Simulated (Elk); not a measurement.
An input for Elk 11.2.3 (patched build) (KCaF3 (Pm-3m)):

```
tasks
  185
  186
  187

xctype
  22

rgkmax
  8.5

gmaxvr
  18.0

lmaxapw
  10

lmaxo
  8

nxlo
  2

lorbcnd
  .true.

autolinengy
  .true.

tshift
  .false.

ngridk
  4 4 4

vkloff
  0.05 0.15 0.25

nempty
  10

swidth
  0.00551

scissor
  0.15835

gmaxrf
  2.5

wplot
  390 100 0
  0.0 0.7176

optcomp
  1 1
  2 2
  3 3

nvbse
  3

ncbse
  3

sppath
  './'

avec
  8.4692347056 0.0000000000 0.0000000000
  0.0000000000 8.4692347056 0.0000000000
  0.0000000000 0.0000000000 8.4692347056

atoms
  3
  'K.in'
  1
  0.5000000000 0.5000000000 0.5000000000
  'Ca.in'
  1
  0.0000000000 0.0000000000 0.0000000000
  'F.in'
  3
  0.0000000000 0.5000000000 0.0000000000
  0.0000000000 0.0000000000 0.5000000000
  0.5000000000 0.0000000000 0.0000000000
```

```sh
OMP_NUM_THREADS=4 elk > log
```

Question: How long will it take on 4 threads of Arm Neoverse V2, shared host, and how much memory?

It took 2.4 min; on shared hardware allow 71 s to 4.7 min. Peak host memory was 0.37 GiB.

The matrix is small, so building the kernel's matrix elements and any screening outweighs its diagonalisation.

[Paths, hosts, dates, memory and timing lines, banners, echoed tables and standing remarks are left out of the program output.]

[Logs are printed without paths, hosts, clocks, repeated set-up lines and the standing remarks that a program may print on its own settings, such as how far it seeks lower states.]

[Runs of the session that timed out or met a known fault of the program may be left out.]

[Hosts, paths, dates, database ids (printed as entryN), source tags and the programs' standing remarks are cut or masked in the printed files.]
